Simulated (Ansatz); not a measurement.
## What WS2 monolayer (1T) distorts into

Wanted: the energy along a soft mode of WS2 monolayer (1T) and the structure at the end.

Calculated with Ansatz 0.2.0; DFT PBEsol, scalar-relativistic, plane waves, PAW; PAW set soft_1.

## Step 1: The starting structure

The cell holds 3 atoms: 1 W and 2 S. Cell: a = 3.145 Å, b = 3.145 Å, c = 29.504 Å, α = 90.0°, β = 90.0°, γ = 120.0°. It derives from WS2. Vacuum lies along c.

## Step 2: Response at finite wavevector

The cell comes from relaxations at this level that are not shown. Stability and thermal properties need the whole zone. Linear response on a 6×6×1 q mesh gives force constants as far as a supercell of that size would.

Contents of input.yaml:

```yaml
crystal:
  lattice:
    - [3.1452997703, 0.0, 0.0]
    - [-1.5726498852, 2.7239095036, 0.0]
    - [0.0, 0.0, 29.504]
  atoms:
    - { symbol: W, position: [0.0, 0.0, 0.3389370933] }
    - { symbol: S, position: [0.3333333333, 0.6666666667, 0.392828632] }
    - { symbol: S, position: [0.6666666667, 0.3333333333, 0.2850455545] }
  periodic: [true, true, false]
kpoints:
  mp_grid: { grid: [18, 18, 1] }
hamiltonian:
  xc: pbesol
  pseudopotentials: { kind: paw, azcp: { folder: soft_1 }, xc_functional: pbe }
scf:
  occupations: { method: methfessel_paxton, width: 0.2 }
output:
  eigenvalues: true
phonons:
  method: dfpt
  qmesh: [6, 6, 1]
  temperatures: { t_max: 1000, t_step: 50 }
  qpath:
    path:
      - [0.0, 0.0, 0.0]
      - [0.5, 0.0, 0.0]
      - [0.33333333, 0.33333333, 0.0]
      - [0.0, 0.0, 0.0]
    npoints: 10
```

Command:

```bash
$ ansatz run input.yaml --threads 4 --pin off --max-ram 16384MiB --backend cpu --events-out ev --progress --plain --runs-dir out
```

Numbers of over 12 decimals in the logs are rounded to 6 here.

What it wrote:

```text
Warning: crystal.symmetry: narrowed to the stabiliser of the run's FFT grids — unitary ops 12 → 6. A phonons.method: dfpt run fills in the rows of the dynamical matrix that it does not solve by its symmetry operations, which is exact only for operations that map its FFT grids onto themselves: filled in by any other, the frequencies could depend on the order in which like atoms are typed, or, by more than the grids' own error, on where the crystal sits among the grids' points. Excluded: 6 operations. The run can therefore solve more perturbations, solve them on more k-points, or both, and cost more. [rest of the remark cut]
Engine: ansatz 0.2.0, aarch64-unknown-linux-gnu
Pseudopotentials: kind: paw
Pseudopotential: W, paw, valence charge 14, recommended cutoff 420 eV (normal), soft_1/W.paw.azcp
Pseudopotential: S, paw, valence charge 6, recommended cutoff 420 eV (normal), soft_1/S.paw.azcp
Functional definition: PBEsol
  exchange = pbesol_x
  correlation = pbesol_c
Crystal: 3 atoms, lattice volume = 252.776 Å³
Basis set: ecut = 420 eV, 4923 PW (Γ), exchange–correlation on 48×48×400 points (8 copies of the dense FFT grid, shifted against one another)
Bands: 17, of which v1, the nominal top of the filled ones, is band 13 counted from 1 (12 counted from 0)
Symmetry: 12 space group operations
k-points: 37 of 324 (irreducible under 6 space group operations, time reversal used)
Non-local potential: W, projectors of the file, l = 0: 3, l = 1: 2, l = 2: 2, l = 3: 1
Non-local potential: S, projectors of the file, l = 0: 2, l = 1: 2, l = 2: 1
PAW form: soft (Blöchl's): semilocal exchange-correlation on the pseudo side does not see the compensation charge
PAW frozen core: W, regenerated for the run's functional, and the local potential with it (the file was generated under x = pbe(κ = 0.804, μ = 0.219515), c = pbe(β = 0.066725))
PAW frozen core: S, regenerated for the run's functional, and the local potential with it (the file was generated under x = pbe(κ = 0.804, μ = 0.219515), c = pbe(β = 0.066725))
PAW one-centre angular grid: W, 590 points (default); XC on 64 Gauss nodes
PAW one-centre angular grid: S, 110 points (default); XC on 64 Gauss nodes
Initial density: superposition of atomic densities (neutral atoms: chi_scale 0, normalization atom)
Initial wavefunctions: pseudopotential atomic-orbital guess
Functional: x = pbesol(κ = 0.804, μ = 0.123457), c = pbesol(β = 0.046)
SCF iter   1: F=—  HF=-12029.580221 eV  |F-HF|=—  |Δ(HF+E_count)|=         —  Δρ=2.03e-2  dr2=1.22e0  ethr=3.10e-3  ⟨swp⟩=16.5  Hψ=6941  notcnv=0
preconditioner: auto → LDOS  [insulator: Δε(μ)=0.178 eV  Ē_g=8.916 eV  σ=0.200 eV  W_gap=0.57  n_scr=16 (ndim 8)  ℏωp=9.9 eV  f_vac=0.755  D(μ)=0.93/eV (n_scr^D=6)  ε∞_Penn≈2.2  β→1.0]
SCF iter   2: F=—  HF=-12029.368157 eV  |F-HF|=—  |Δ(HF+E_count)|=   2.12e-1  S|Δr|=    0.00e0  Δρ=1.14e-2  dr2=6.53e-1  ethr=3.10e-3  ⟨swp⟩=4.9  Hψ=2322  notcnv=0
SCF iter   3: F=—  HF=-12029.161257 eV  |F-HF|=—  |Δ(HF+E_count)|=   2.07e-1  S|Δr|=    0.00e0  Δρ=2.02e-3  dr2=1.57e-2  ethr=2.51e-3  ⟨swp⟩=3.5  Hψ=1591  notcnv=0
SCF iter   4: F=—  HF=-12029.159516 eV  |F-HF|=—  |Δ(HF+E_count)|=   1.74e-3  S|Δr|=    0.00e0  Δρ=6.81e-4  dr2=1.53e-3  ethr=6.03e-5  ⟨swp⟩=3.4  Hψ=1564  notcnv=0
SCF iter   5: F=—  HF=-12029.159155 eV  |F-HF|=—  |Δ(HF+E_count)|=   3.60e-4  S|Δr|=    0.00e0  Δρ=1.61e-4  dr2=2.77e-5  ethr=5.89e-6  ⟨swp⟩=3.8  Hψ=1500  notcnv=0
SCF iter   6: F=—  HF=-12029.159178 eV  |F-HF|=—  |Δ(HF+E_count)|=   2.24e-5  S|Δr|=    0.00e0  Δρ=2.65e-5  dr2=2.18e-6  ethr=1.06e-7  ⟨swp⟩=3.7  Hψ=1544  notcnv=0
SCF iter   7: F=—  HF=-12029.159064 eV  |F-HF|=—  |Δ(HF+E_count)|=   1.13e-4  S|Δr|=    0.00e0  Δρ=6.06e-6  dr2=7.50e-8  ethr=8.39e-9  ⟨swp⟩=3.8  Hψ=1437  notcnv=0
SCF iter   8: F=—  HF=-12029.159065 eV  |F-HF|=—  |Δ(HF+E_count)|=   1.40e-7  S|Δr|=    0.00e0  Δρ=1.46e-6  dr2=4.83e-9  ethr=2.88e-10  ⟨swp⟩=3.1  Hψ=1382  notcnv=0
SCF iter   9: F=—  HF=-12029.159065 eV  |F-HF|=—  |Δ(HF+E_count)|=   7.72e-9  S|Δr|=    0.00e0  Δρ=4.87e-7  dr2=4.25e-10  ethr=1.86e-11  ⟨swp⟩=3.6  Hψ=1563  notcnv=0
SCF iter  10: F=—  HF=-12029.159065 eV  |F-HF|=—  |Δ(HF+E_count)|=  3.06e-10  S|Δr|=    0.00e0  Δρ=1.11e-7  dr2=2.34e-11  ethr=1.64e-12  ⟨swp⟩=4.0  Hψ=1607  notcnv=0
SCF iter  11: F=-12029.159065 eV  HF=-12029.159065 eV  |F-HF|=3.64e-12  |Δ(HF+E_count)|=  6.18e-11  S|Δr|=    0.00e0  Δρ=7.52e-9  dr2=1.34e-13  ethr=1.00e-12  ⟨swp⟩=15.2  Hψ=5490  notcnv=0
SCF 1 converged in 11 iterations: F = -12029.159065 eV  dr2 = 1.34e-13
  greatest PAW one-centre occupation: 0.999 electrons in one spin orbital (limit 2), on the W atom at site 0 (counted from 0), in its partial waves of l = 0
phonons: the bands overlap, so this run is a metal and interpolates without the dipole-dipole term. If the crystal is really an insulator or semiconductor, its LO-TO splitting is missing
NSCF: frozen V_eff on 37 k-points
NSCF: frozen V_eff on 91 k-points
DFPT response loops at q = (0, 0, 0) (fractional): preconditioner auto → none (partly filled bands, converged f_vac=0.761); β = 0.50; Broyden in place of MSR1
NSCF: frozen V_eff on 342 k-points
DFPT response loops at q = (0, 0.166667, 0) (fractional): mixed as the last ones told, above
NSCF: frozen V_eff on 342 k-points
DFPT response loops at q = (0, 0.333333, 0) (fractional): mixed as the last ones told, above
NSCF: frozen V_eff on 182 k-points
DFPT response loops at q = (0, -0.5, 0) (fractional): mixed as the last ones told, above
NSCF: frozen V_eff on 648 k-points
DFPT response loops at q = (0.166667, 0.166667, 0) (fractional): mixed as the last ones told, above
NSCF: frozen V_eff on 648 k-points
DFPT response loops at q = (0.166667, 0.333333, 0) (fractional): mixed as the last ones told, above
NSCF: frozen V_eff on 342 k-points
DFPT response loops at q = (0.333333, 0.333333, 0) (fractional): mixed as the last ones told, above
SCF converged after 11 iterations
Stability not checked: this state was not tested for a lower state beside it, because cold or Methfessel-Paxton smearing, or corrected tetrahedra, fill the levels in a way that the test cannot read (fill_not_monotonic; see scf.lower_state_search)
Free energy (F): -12029.159065 eV
Harris-Foulkes:  -12029.159065 eV  (|F-HF|=3.64e-12)
Internal energy: -12029.162084 eV  (E = F + TS)
E sigma→0 (E₀):  -12029.159819 eV
Entropy (-TS):   0.003020 eV (1.007 meV/atom)
Fermi energy:    -4.888024 eV
Step filling:    the computed levels leave a gap of 0.0070 eV = 0.0 smearing widths at the electron count; against every level under it full and every level over it empty, smearing changes F+E_penalty+E_count by +0.582 meV and its σ→0 estimate by -0.173 meV
--- Per-component energies (eV) ---
  E_band       = -623.908072
  E_kinetic    = 634.404449
  E_local      = -43856.252642  (includes V_loc(G=0)·N_el)
  E_nonlocal   = 46.946364
  E_hartree    = 21565.584065
  E_xc         = -442.162808
  E_vxc        = -396.598279  (∫ρ·V_xc dr)
  E_paw        = -9635.721151  (= ΣΔE_a)
  E_vpaw       = -183.576277  (= ΣTr[D̂ρ^β])
  E_aug_tail   = 0.000156  (compensation charges beyond the density's cutoff)
  E_ewald      = 19657.693726
  E_core_change = 0.345757  (= ΣΔE_core)
  E_smearing   = 0.003020  (= −TS)
  E_closure    = 0.000000  (closes the sum)
  Σ components = -12029.159065   (vs F -12029.159065, Δ=0.00e0)
--- Band table (eV; the first three rows and the last of 37) ---
  k-point 0: bands = [... 9 lower, -8.2893, -5.9975, -5.6835, -5.6835, -5.2435, -5.2435, -1.3841, -1.3841]
  k-point 1: bands = [... 9 lower, -8.0586, -6.2536, -6.0143, -5.9159, -5.0053, -4.9187, -1.5760, -1.4082]
  k-point 2: bands = [... 9 lower, -7.7866, -7.0456, -6.4513, -5.9838, -4.7734, -4.5001, -1.9564, -1.4503]
  k-point 36: bands = [... 9 lower, -9.1335, -9.1335, -9.0807, -4.2888, -4.2888, -3.8400, -1.1442, -1.1442]
--- Phonons (Γ-DFPT): 6 representative perturbations + reference (Σ response iterations 27) ---
  ASR residual: 1.691e-5 → 0.000e0 eV/Å²; symmetrization residual: 8.723e-6 eV/Å²
  The last average, over the group as it would stand without the narrowing to the FFT grids, took up to 2.431e-7 eV/Å² of the zone centre's force constants
  ASR residual per site (eV/Å²): 1.08e-5 1.67e-5 1.69e-5
  Γ frequencies (cm⁻¹): 0.00 0.00 0.00 225.84 225.84 276.00 276.00 371.30 383.39
--- Phonons (arbitrary-q DFPT): 7 irreducible q on the 6×6×1 mesh ---
  q = [0.0000, 0.0000, 0.0000] (star 1, of the zone-centre solve; hermiticity 6.79e-7, symmetrization 2.14e-11, taken by the last average 9.46e-9): -0.00 0.00 0.00 225.84 225.84 276.00 276.00 371.30 383.39
  q = [0.0000, 0.1667, 0.0000] (star 6, 9 solved perturbations on 171 of 324 k-point pairs; hermiticity 4.74e-7, symmetrization 2.34e-10, taken by the last average 1.06e-7): 36.23 58.37 77.61 246.77 269.26 289.28 300.13 371.72 385.60
  q = [0.0000, 0.3333, 0.0000] (star 6, 9 solved perturbations on 171 of 324 k-point pairs; hermiticity 4.21e-7, symmetrization 3.43e-10, taken by the last average 1.48e-7): -41.82 88.15 94.51 270.64 298.55 315.19 337.34 359.51 375.23
  q = [0.0000, -0.5000, 0.0000] (star 3, 9 solved perturbations on 91 of 324 k-point pairs; hermiticity 3.81e-7, symmetrization 1.57e-10, taken by the last average 1.57e-7): -212.02 56.12 117.21 281.76 298.94 325.74 342.15 359.86 373.49
  q = [0.1667, 0.1667, 0.0000] (star 6, 6 solved perturbations in 1485 linear systems a pass and spin channel, the states on 324 of 324 k-point pairs; hermiticity 5.28e-7, symmetrization 2.66e-10, taken by the last average 1.37e-7): 78.03 88.05 89.87 261.83 287.98 303.87 329.06 363.09 369.10
  q = [0.1667, 0.3333, 0.0000] (star 12, 9 solved perturbations on 324 of 324 k-point pairs: no pair is spared here; hermiticity 3.94e-7, symmetrization 0.00e0, taken by the last average 1.79e-7): -157.69 54.87 111.56 286.53 303.51 323.85 345.86 350.67 364.65
  q = [0.3333, 0.3333, 0.0000] (star 2, 6 solved perturbations in 705 linear systems a pass and spin channel, the states on 171 of 324 k-point pairs; hermiticity 3.62e-7, symmetrization 1.07e-7, taken by the last average 8.16e-8): -152.50 -152.50 114.86 309.16 315.50 315.50 339.85 344.18 344.18
  sum rule: each row above includes the acoustic sum rule's correction from the zone centre's row sums; it moved no ω² by more than (0.38 cm⁻¹)²
  mesh force constants: q→R imaginary residual 3.10e-18; ASR residual 1.691e-5 → 0.000e0 eV/Å²; symmetrization residual 5.329e-15 eV/Å²
  interpolated dispersion: 31 rows × 9 modes
  density of states and harmonic sums: on the 24×24×1 q-mesh, interpolated from the force constants of a 6×6×1 supercell (no non-analytic term)
  largest difference from the sums on the solved wave vectors: F 1.86e-2 eV, S 2.22e-5 and C_V 3.59e-6 eV/K
  zero-point energy: 0.131168 eV/cell   skipped modes (ω ≤ 0): 47, of them read as no rigid motion or as one in doubt: 44 (7.309e-1 modes/cell left out, lowest -212.02 cm⁻¹)   left out of the sums: 8.18e-2 of the cell's modes: C_V's classical limit lies that fraction below 3 k_B per atom; for a crystal, a wire or a layer, F and S can be off by more, and a phonons.interpolated_qmesh denser along its periods is the remedy for the sampling
```

It took 22 min on 4 threads of Arm Neoverse V1, shared host; peak memory 3.1 GiB; 86 min of CPU time.

The column dr2 measures how far the density is from self-consistency, as an energy; F and HF (Harris–Foulkes) agree once it is small.

Numbers from this step:

* gap on the k-mesh: 0 eV
* sum-rule residual before enforcement: 1.69e-5 eV/Å²
* lowest frequency on the path: -212.0 cm⁻¹
* point group: -3m
* highest frequency on the path or at a solved wavevector: 386.9 cm⁻¹
* area per atom: 2.856 Å²
* highest optical mode at the zone centre (no LO-TO term): 383.4 cm⁻¹
* lowest optical zone-centre mode: 225.8 cm⁻¹
* lowest mode on the q mesh (acoustic modes at Γ apart): -212.0 cm⁻¹

Frequencies (cm⁻¹) solved at each irreducible wavevector; negative means imaginary. Frequencies by wavevector, by row:

```tsv
q in reciprocal lattice units	star	mode 1	mode 2	mode 3	mode 4	mode 5	mode 6	mode 7	mode 8	mode 9
0 0 0	1	0	0	0	225.8	225.8	276	276	371.3	383.4
0 0.1667 0	6	36.2	58.4	77.6	246.8	269.3	289.3	300.1	371.7	385.6
0 0.3333 0	6	-41.8	88.2	94.5	270.6	298.6	315.2	337.3	359.5	375.2
0 -0.5 0	3	-212	56.1	117.2	281.8	298.9	325.7	342.1	359.9	373.5
0.1667 0.1667 0	6	78	88	89.9	261.8	288	303.9	329.1	363.1	369.1
0.1667 0.3333 0	12	-157.7	54.9	111.6	286.5	303.5	323.9	345.9	350.7	364.6
0.3333 0.3333 0	2	-152.5	-152.5	114.9	309.2	315.5	315.5	339.9	344.2	344.2
```

Interpolated from a 6×6×1 q mesh. The phonon branches at the labelled points (cm⁻¹):

```tsv
point	branch 1	branch 2	branch 3	branch 4	branch 5	branch 6	branch 7	branch 8	branch 9
Γ	0	0	0	226	226	276	276	371	383
halfway	68	79	96	259	296	300	316	370	377
M	-212	56	117	282	299	326	342	360	374
halfway	-191	-22	116	291	304	328	343	354	362
K	-152	-152	115	309	316	316	340	344	344
halfway	78	88	90	262	288	304	329	363	369
Γ	0	0	0	226	226	276	276	371	383
```

The phonon branches as a text plot (rows in cm⁻¹):

```
    374 |**************************            ******************
    349 |             ******************************
    325 |         ********************************  *****
    300 |   *************************************************
    275 |*********  ***************            *****  ***********
    250 |   ********                                *********
    225 |*****                                               ****
    200 |
    175 |
    150 |
    125 |                 *******************
    100 |       ****  ****                   ************
     75 |     **************                   ************
     50 |   ******          *******                   ***  **
     25 | ******                                  **     *******
      0 |***                                                 ****
    -25 |                          *
    -50 |                           *        **
    -75 |             **
   -100 |                            *         ***
   -125 |                             ***  **
   -150 |               **               **  **
   -175 |                           *****  **
   -200 |                 **********
         Γ                   M           K                      Γ
```

Symmetry leaves 7 wavevectors to solve. The lowest mode among them, the acoustic zeros apart, lies at q = (0, -0.5, 0) and is imaginary, 212.0i cm⁻¹, so the energy falls along it.

## Step 3: The mode frozen in, largest atomic shift 0 Å

The mode followed lies at q = (0.333, 0.333, 0) with frequency 152.5i cm⁻¹ and is 2-fold degenerate, one of the unstable modes though not the softest. At small amplitude the distorted cell has space group no. 157 by a symmetry search on the positions. The undistorted cell that holds it gives the zero of energy on the same k mesh.

System of this step: WS2 monolayer (1T). The cell holds 9 atoms: 3 W and 6 S. Cell: a = 5.448 Å, b = 5.448 Å, c = 29.504 Å, α = 90.0°, β = 90.0°, γ = 60.0°. It derives from WS2. Vacuum lies along c.

Contents of input.yaml:

```yaml
crystal:
  lattice:
    - [4.7179496554, 2.7239095036, 0.0]
    - [0.0, 5.4478190071, 0.0]
    - [0.0, 0.0, 29.504]
  atoms:
    - { symbol: W, position: [0.0, 0.0, 0.3389370933] }
    - { symbol: W, position: [0.3333333333, 0.3333333333, 0.3389370933] }
    - { symbol: W, position: [0.6666666667, 0.6666666667, 0.3389370933] }
    - { symbol: S, position: [1.0, 0.3333333333, 0.392828632] }
    - { symbol: S, position: [0.3333333333, 0.6666666667, 0.392828632] }
    - { symbol: S, position: [0.6666666667, 1.0, 0.392828632] }
    - { symbol: S, position: [0.3333333333, 0.0, 0.2850455545] }
    - { symbol: S, position: [0.6666666667, 0.3333333333, 0.2850455545] }
    - { symbol: S, position: [0.0, 0.6666666667, 0.2850455545] }
  periodic: [true, true, false]
kpoints:
  mp_grid: { grid: [9, 9, 1] }
hamiltonian:
  xc: pbesol
  pseudopotentials: { kind: paw, azcp: { folder: soft_1 }, xc_functional: pbe }
scf:
  occupations: { method: methfessel_paxton, width: 0.2 }
output:
  forces: true
  stress: true
  eigenvalues: true
```

What it wrote:

```text
[...]
Crystal: 9 atoms, lattice volume = 758.328 Å³
Basis set: ecut = 420 eV, 14757 PW (Γ), exchange–correlation on 80×80×400 points (8 copies of the dense FFT grid, shifted against one another)
Bands: 48, of which v1, the nominal top of the filled ones, is band 39 counted from 1 (38 counted from 0)
Symmetry: 36 space group operations
[...]
k-points: 12 of 81
[...]
k-point 0: bands = [... 35 lower, -5.6829, -5.6829, -5.2441, -5.2441, -4.2884, -4.2884, -4.2884, -4.2884, ... 5 higher]
  k-point 1: bands = [... 35 lower, -6.1399, -5.8997, -4.9348, -4.9348, -4.8793, -4.5882, -4.4595, -3.8897, ... 5 higher]
  k-point 2: bands = [... 35 lower, -6.7245, -5.9105, -5.5625, -4.7825, -4.7620, -4.5654, -4.5640, -3.4918, ... 5 higher]
  k-point 11: bands = [... 35 lower, -6.9840, -6.9157, -6.9157, -6.9157, -3.6824, -3.6824, -3.6824, -3.5431, ... 5 higher]
[key lines of the parts left out:]
SCF converged after 8 iterations
Free energy (F): -36087.473765 eV
Fermi energy:    -4.896491 eV
P = ½ c Tr σ = -0.0117 N/m
```

The job ended after 11 s (4 threads; peak memory 1.4 GiB; 43 s of CPU time).

This step gave:

| Item | Value |
| --- | --- |
| energy from the undistorted cell | 0 meV/atom |

## Step 4: The mode frozen in, largest atomic shift 0.22 Å

The atoms are moved along the unstable eigenvector, the largest shift by 0.22 Å, with the cell fixed.

input.yaml, the sections that differ from step 3:

```yaml
crystal:
  lattice:
    - [4.7179496554, 2.7239095036, 0.0]
    - [0.0, 5.4478190071, 0.0]
    - [0.0, 0.0, 29.504]
  atoms:
    - { symbol: W, position: [1.5264e-06, 0.0403822033, 0.3389370976] }
    - { symbol: W, position: [0.2929511974, 0.3333338569, 0.3389370976] }
    - { symbol: W, position: [0.7070502059, 0.6262839398, 0.3389370847] }
    - { symbol: S, position: [1.0000002028, 0.3333333057, 0.398440511] }
    - { symbol: S, position: [0.3333332668, 0.6666669779, 0.3900226337] }
    - { symbol: S, position: [0.6666665305, 0.9999997164, 0.3900229549] }
    - { symbol: S, position: [0.3430407592, -0.009707092, 0.2850455346] }
    - { symbol: S, position: [0.6569594659, 0.3333335949, 0.2850454886] }
    - { symbol: S, position: [-2.252e-07, 0.6763738492, 0.2850456404] }
  periodic: [true, true, false]
# kpoints, hamiltonian, scf, output: as in step 3
```

What it wrote:

```text
[...]
k-point 1: bands = [... 35 lower, -6.0993, -6.0211, -5.6041, -5.3320, -4.8404, -4.4041, -4.3001, -3.2458, ... 5 higher]
  k-point 2: bands = [... 35 lower, -6.5525, -6.3410, -5.8565, -5.4065, -4.7872, -4.2597, -4.0534, -2.9107, ... 5 higher]
  k-point 11: bands = [... 35 lower, -7.1132, -6.5878, -6.5736, -6.5736, -4.6199, -3.9208, -3.9208, -2.7523, ... 5 higher]
  ° read free of the cell's end (the report's vacuum.weakly_bound_levels)
[key lines of the parts left out:]
SCF converged after 11 iterations
Free energy (F): -36087.866429 eV
Fermi energy:    -5.129852 eV
P = ½ c Tr σ = 3.3820 N/m
```

It took 15 s on 4 threads; peak memory 1.2 GiB.

Numbers from this step:

* gap on the k-mesh: 0.3654 eV
* energy from the undistorted cell: -43.97 meV/atom

The energy, extrapolated to zero smearing, is -43.97 meV/atom against the undistorted cell.

## Step 5: Energy along the mode, all amplitudes (two of the runs are shown above)

An imaginary frequency means negative curvature, so the energy should fall and then rise again as anharmonic terms take over.

This step gave:

```yaml
depth_at_the_lowest_point_sampled: 43.97 meV/atom
largest_atomic_shift_at_that_point: 0.22 Å
```

Table of energy from the parent by largest shift of an atom, one sign:

```tsv
largest shift of an atom, one sign (Å)	energy from the parent (meV/atom)
0.000	0
0.040	-4.23
0.080	-15.1
0.140	-34.7
0.220	-44.0
0.320	14.2
```

Displacement at unit largest shift by atom:

```tsv
atom	x (Å)	y (Å)	z (Å)	size
W1	0.00	1.00	0.00	1.00
W2	-0.87	-0.50	0.00	1.00
W3	0.87	-0.50	0.00	1.00
S4	0.00	0.00	0.75	0.75
S5	0.00	0.00	-0.38	0.38
S6	0.00	0.00	-0.38	0.38
S7	0.21	-0.12	0.00	0.24
S8	-0.21	-0.12	0.00	0.24
S9	0.00	0.24	0.00	0.24
```

The lowest of the steps tried is at 0.22 Å, 44.0 meV/atom below the parent; the bottom of the well need not coincide with a step.

(Part 1 of 3 ends here.)

[Logs are printed without paths, hosts, clocks, repeated set-up lines and the standing remarks that a program may print on its own settings, such as how far it seeks lower states.]

[Hosts, paths, dates, database ids (printed as entryN), source tags and the programs' standing remarks are cut or masked in the printed files.]
